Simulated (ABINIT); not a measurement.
## WS2 (Tungstenite): G0W0 with ABINIT, start to end

Aim: the G0W0 gap of WS2 (Tungstenite) on PBE with spin-orbit coupling, step by step.

Calculated with ABINIT 10.8.3; PBE and many-body steps on it, plane waves.

### 1. Starting point

It takes space group P6_3/mmc (No. 194, hexagonal). Conventional cell: a = 3.153 Å, b = 3.153 Å, c = 12.323 Å, α = 90.00°, β = 90.00°, γ = 120.00°. Nearest to W lie 6 S at 2.40 Å. S has 3 W at 2.40 Å nearest. Farther neighbours and most contacts between anions are not listed.

The cell and positions come from the Crystallography Open Database and are kept as given unless a step says otherwise.

### 2. Ground state

This step: ABINIT 10.8.3; DFT, PBE with spin-orbit coupling, plane waves, norm-conserving pseudopotentials.

The ground-state density comes first.

File run.abi:

```
acell 3*1.0 Angstrom
rprim 
  3.153199999992 0.000000000002 0.000000000000
  -1.576599999998 2.730751303206 0.000000000000
  0.000000000000 0.000000000000 12.323000000000
ntypat 2
znucl 74 16
natom 6
typat 1 1 2 2 2 2
xred 
  0.333333333333 0.666666666667 0.250000000000
  0.666666666667 0.333333333333 0.750000000000
  0.333333333333 0.666666666667 0.622500000000
  0.666666666667 0.333333333333 0.122500000000
  0.333333333333 0.666666666667 0.877500000000
  0.666666666667 0.333333333333 0.377500000000
pp_dirpath "pseudos"
pseudos "W.upf, S.upf"
ecut 31
nspinor 2
ngkpt 6 6 2
nshiftk 1
shiftk 0 0 0
kptopt 1
chksymbreak 0
nband 66
occopt 1
tolvrs 1e-10
nstep 60
prtwf 0
indata_prefix "in"
outdata_prefix "out"
tmpdata_prefix "tmp"
```

Command:

```sh
> OMP_NUM_THREADS=1 mpirun -n 4 abinit run.abi > log
```

Numbers of over 12 decimals in the logs are rounded to 6 here.

Output:

```text
.Version 10.8.3 of ABINIT. v10.8.2 released Aug 2026.

 Symmetries : space group P6_3/m m c (#194); Bravais hP (primitive hexag.)
================================================================================
 Values of the parameters that define the memory need of the present run
     intxc =       0    ionmov =       0      iscf =       7    lmnmax =      25
     lnmax =      25     mgfft =     120  mpssoang =       7    mqgrid =    5837
     natom =       6  nloc_mem =       1    nspden =       1   nspinor =       2
    nsppol =       1      nsym =      24    n1xccc =    2501    ntypat =       2
    occopt =       1   xclevel =       2
-    mband =          66        mffmem =           1         mkmem =           4
       mpw =        5986          nfft =      108000          nkpt =          14
================================================================================
  Rough estimation (10% accuracy) of disk space for files :
================================================================================

--------------------------------------------------------------------------------
------------- Echo of variables that govern the present computation ------------
--------------------------------------------------------------------------------
 -outvars: echo values of preprocessed input variables --------
            acell      1.8897261259E+00  1.8897261259E+00  1.8897261259E+00 Bohr

      chksymbreak           0
             ecut      3.10000000E+01 Hartree
-          fftalg         312

              ixc     -101130
              kpt      0.00000000E+00  0.00000000E+00  0.00000000E+00
                       1.66666667E-01  0.00000000E+00  0.00000000E+00
                       3.33333333E-01  0.00000000E+00  0.00000000E+00
                       5.00000000E-01  0.00000000E+00  0.00000000E+00
                       1.66666667E-01  1.66666667E-01  0.00000000E+00
                       3.33333333E-01  1.66666667E-01  0.00000000E+00
                       3.33333333E-01  3.33333333E-01  0.00000000E+00
                       0.00000000E+00  0.00000000E+00  5.00000000E-01
                       1.66666667E-01  0.00000000E+00  5.00000000E-01
                       3.33333333E-01  0.00000000E+00  5.00000000E-01
                       5.00000000E-01  0.00000000E+00  5.00000000E-01
[...]
kptrlatt        6    0    0      0    6    0      0    0    2
          kptrlen      3.57521065E+01
P           mkmem           4
            natom           6
            nband          66
            ngfft          30      30     120
             nkpt          14
          nspinor           2
            nstep          60
             nsym          24
           ntypat           2
              occ      1.000000  1.000000  1.000000  1.000000  1.000000  1.000000
                       1.000000  1.000000  1.000000  1.000000  1.000000  1.000000
                       1.000000  1.000000  1.000000  1.000000  1.000000  1.000000
                       1.000000  1.000000  1.000000  1.000000  1.000000  1.000000
                       1.000000  1.000000  1.000000  1.000000  1.000000  1.000000
                       1.000000  1.000000  1.000000  1.000000  1.000000  1.000000
                       1.000000  1.000000  1.000000  1.000000  1.000000  1.000000
                       1.000000  1.000000  1.000000  1.000000  1.000000  1.000000
                       1.000000  1.000000  1.000000  1.000000  0.000000  0.000000
                       0.000000  0.000000  0.000000  0.000000  0.000000  0.000000
                       0.000000  0.000000  0.000000  0.000000  0.000000  0.000000
            prtwf           0
            rprim      3.1532000000E+00  2.0000000000E-12  0.0000000000E+00
[...]
spgroup         194

           tolvrs      1.00000000E-10

             xred      3.3333333333E-01  6.6666666667E-01  2.5000000000E-01
[...]
znucl       74.00000   16.00000

================================================================================

 chkinp: Checking input parameters for consistency.

================================================================================
== DATASET  1 ==================================================================
-   mpi_nproc: 4, omp_nthreads: 1 (-1 if OMP is not activated)

--- !DatasetInfo
iteration_state: {dtset: 1, }
dimensions: {natom: 6, nkpt: 14, mband: 66, nsppol: 1, nspinor: 2, nspden: 1, mpw: 5986, }
cutoff_energies: {ecut:  31.0, pawecutdg:  -1.0, }
electrons: {nelect:   5.20000000E+01, charge:   0.00000000E+00, occopt:   1.00000000E+00, tsmear:   1.00000000E-02, }

 Real(R)+Recip(G) space primitive vectors, cartesian coordinates (Bohr,Bohr^-1):
 R(1)=  5.9586844  0.0000000  0.0000000  G(1)=  0.1678223  0.0968922  0.0000000
 R(2)= -2.9793422  5.1603721  0.0000000  G(2)=  0.0000000  0.1937845  0.0000000
 R(3)=  0.0000000  0.0000000 23.2870950  G(3)=  0.0000000  0.0000000  0.0429422
 Unit cell volume ucvol=  7.1605555E+02 bohr^3
 Angles (23,13,12)=  9.00000000E+01  9.00000000E+01  1.20000000E+02 degrees

 getcut: wavevector=  0.0000  0.0000  0.0000  ngfft=  30  30 120
         ecut(hartree)=     31.000   => boxcut(ratio)=   2.01023

--- Pseudopotential description ------------------------------------------------
[...]
At SCF step   12       vres2   =  3.23E-13 < tolvrs=  1.00E-10 =>converged.

 Cartesian components of stress tensor (hartree/bohr^3)
  sigma(1 1)= -1.50960536E-04  sigma(3 2)=  0.00000000E+00
  sigma(2 2)= -1.50960536E-04  sigma(3 1)=  0.00000000E+00
  sigma(3 3)= -1.52883979E-04  sigma(2 1)=  0.00000000E+00

--- !ResultsGS
iteration_state: {dtset: 1, }
comment   : Summary of ground state results
lattice_vectors:
- [  5.9586844,   0.0000000,   0.0000000, ]
- [ -2.9793422,   5.1603721,   0.0000000, ]
- [  0.0000000,   0.0000000,  23.2870950, ]
lattice_lengths: [   5.95868,    5.95868,   23.28710, ]
lattice_angles: [ 90.000,  90.000, 120.000, ] # degrees, (23, 13, 12)
lattice_volume:   7.1605555E+02
convergence: {deltae:  2.842E-13, res2:  3.233E-13, residm:  7.180E-04, diffor: null, }
etotal    :  -1.96319348E+02
entropy   :   0.00000000E+00
fermie    :   3.50353833E-01
cartesian_stress_tensor: # hartree/bohr^3
- [ -1.50960536E-04,   0.00000000E+00,   0.00000000E+00, ]
- [  0.00000000E+00,  -1.50960536E-04,   0.00000000E+00, ]
- [  0.00000000E+00,   0.00000000E+00,  -1.52883979E-04, ]
pressure_GPa:   4.4603E+00
xred      :
- [  3.3333E-01,   6.6667E-01,   2.5000E-01,  W]
- [  6.6667E-01,   3.3333E-01,   7.5000E-01,  W]
- [  3.3333E-01,   6.6667E-01,   6.2250E-01,  S]
- [  6.6667E-01,   3.3333E-01,   1.2250E-01,  S]
- [  3.3333E-01,   6.6667E-01,   8.7750E-01,  S]
- [  6.6667E-01,   3.3333E-01,   3.7750E-01,  S]
cartesian_forces: # hartree/bohr
- [ -1.55335764E-29,  -1.76648619E-29,  -0.00000000E+00, ]
- [  2.11821496E-29,   3.53297238E-30,  -2.71003628E-31, ]
- [ -1.83578630E-29,  -8.45195700E-29,  -2.74698773E-03, ]
- [  3.81278693E-29,   1.04630336E-28,  -2.74698773E-03, ]
- [ -1.83578630E-29,  -3.23402856E-29,   2.74698773E-03, ]
- [ -7.06071653E-30,   2.63614093E-29,   2.74698773E-03, ]
force_length_stats: {min:   2.14764708E-29, max:   2.74698773E-03, mean:   1.83132515E-03, }

 Integrated electronic density in atomic spheres:
 ------------------------------------------------
 Atom  Sphere_radius  Integrated_density
[...]
================================================================================

 ----iterations are completed or convergence reached----

 Mean square residual over all n,k,spin=   40.171E-07; max=  71.804E-05
 reduced coordinates (array xred) for    6 atoms
[...]
0.666666666667      0.333333333333      0.750000000000
       0.333333333333      0.666666666667      0.622500000000
       0.666666666667      0.333333333333      0.122500000000
       0.333333333333      0.666666666667      0.877500000000
       0.666666666667      0.333333333333      0.377500000000
 rms dE/dt=  3.0155E-02; max dE/dt=  6.3969E-02; dE/dt below (all hartree)
    1       0.000000000000      0.000000000000      0.000000000000
    2      -0.000000000000      0.000000000000      0.000000000000
    3       0.000000000000      0.000000000000      0.063969364287
    4      -0.000000000000     -0.000000000000      0.063969364287
    5       0.000000000000      0.000000000000     -0.063969364287
    6       0.000000000000     -0.000000000000     -0.063969364287

 cartesian coordinates (angstrom) at end:
    1     -1.33e-12     1.820501     3.080750
    2      1.576600     0.910250     9.242250
[...]
cartesian forces (hartree/bohr) at end:
[...]
frms,max,avg= 1.2949424E-03 2.7469877E-03   0.000E+00  0.000E+00  0.000E+00 h/b

 cartesian forces (eV/Angstrom) at end:
[...]
2      0.000000     0.000000    -0.000000
    3     -0.000000    -0.000000    -0.141256
    4      0.000000     0.000000    -0.141256
    5     -0.000000    -0.000000     0.141256
    6     -0.000000     0.000000     0.141256
 frms,max,avg= 6.6588617E-02 1.4125579E-01   0.000E+00  0.000E+00  0.000E+00 e/A
 length scales=  1.889726125908  1.889726125908  1.889726125908 bohr
              =  1.000000000000  1.000000000000  1.000000000000 angstroms
 prteigrs : about to open file out_EIG
 Fermi (or HOMO) energy (hartree) =   0.35035   Average Vxc (hartree)=  -0.41089
 Eigenvalues (hartree) for nkpt=  14  k points:
 kpt#   1, nband= 66, wtk=  0.01389, kpt=  0.0000  0.0000  0.0000 (reduced coord)
  -2.38429   -2.38429   -2.38429   -2.38429   -1.33256   -1.33256   -1.33256   -1.33256
  -0.97596   -0.97596   -0.97595   -0.97595   -0.96952   -0.96952   -0.96952   -0.96952
  -0.22512   -0.22512   -0.21660   -0.21660   -0.16837   -0.16837   -0.15225   -0.15225
   0.06865    0.06865    0.10732    0.10732    0.20749    0.20749    0.21651    0.21651
   0.21697    0.21697    0.22692    0.22692    0.22707    0.22707    0.26274    0.26274
   0.26541    0.26541    0.27117    0.27117    0.27322    0.27322    0.29358    0.29358
   0.30626    0.30626    0.35035    0.35035    0.43073    0.43074    0.43163    0.43166
   0.43234    0.43239    0.43480    0.43518    0.43963    0.43999    0.44252    0.44429
   0.44567    0.44644
 prteigrs : prtvol=0 or 1, do not print more k-points.

--- !EnergyTerms
iteration_state     : {dtset: 1, }
comment             : Components of total free energy in Hartree
kinetic             :  5.64769567632883E+01
hartree             :  5.12362381156079E+01
xc                  : -4.60517972261836E+01
Ewald energy        : -1.20345391836037E+02
psp_core            :  4.31767106438601E+00
local_psp           : -1.73038815878382E+02
non_local_psp       :  3.10857913335473E+01
total_energy        : -1.96319347663773E+02
total_energy_eV     : -5.34212159683795E+03
band_energy         : -1.81397538262969E+01

 Cartesian components of stress tensor (hartree/bohr^3)
  sigma(1 1)= -1.50960536E-04  sigma(3 2)=  0.00000000E+00
  sigma(2 2)= -1.50960536E-04  sigma(3 1)=  0.00000000E+00
  sigma(3 3)= -1.52883979E-04  sigma(2 1)=  0.00000000E+00

-Cartesian components of stress tensor (GPa)         [Pressure=  4.4603E+00 GPa]
- sigma(1 1)= -4.44141230E+00  sigma(3 2)=  0.00000000E+00
- sigma(2 2)= -4.44141230E+00  sigma(3 1)=  0.00000000E+00
- sigma(3 3)= -4.49800196E+00  sigma(2 1)=  0.00000000E+00

== END DATASET(S) ==============================================================
================================================================================

 -outvars: echo values of variables after computation  --------
           etotal     -1.9631934766E+02
            nband          66
             nkpt          14
          spgroup         194
 [... the other variables as echoed above ...]

 Calculation completed.
```

It took 5.2 min on 4 MPI ranks of Arm Neoverse V1, shared host; peak memory 0.55 GiB.

This step gave:

- total energy: -5342.1216 eV
- gap: 0.9353 eV
- k of the valence top: 0, 0, 0
- k of the conduction bottom: 0.1667, 0.1667, 0
- least direct gap: 1.649 eV
- pressure: 4.460 GPa

The gap is indirect, with the least direct gap 0.71 eV higher.

The cutoff was set for levels, not for stress, so the pressure can be off by some GPa.

(Continued in part 2 of 3.)

[Paths, hosts, dates, memory and timing lines, banners, echoed tables and standing remarks are left out of the program output.]

[Logs are printed without paths, hosts, clocks, repeated set-up lines and the standing remarks that a program may print on its own settings, such as how far it seeks lower states.]

[Runs of the session that timed out or met a known fault of the program may be left out.]

[Hosts, paths, dates, database ids (printed as entryN), source tags and the programs' standing remarks are cut or masked in the printed files.]

[G0W0 gaps are taken among the corrected bands and points alone; a level outside them can change the order at an edge.]

[Where Ansatz stands beside ABINIT at settings called matched, ABINIT's density can come from a denser mesh and the files from another edition; pairs whose starting gaps differed by over 0.03 eV were left out, so agreement reads better than it is.]
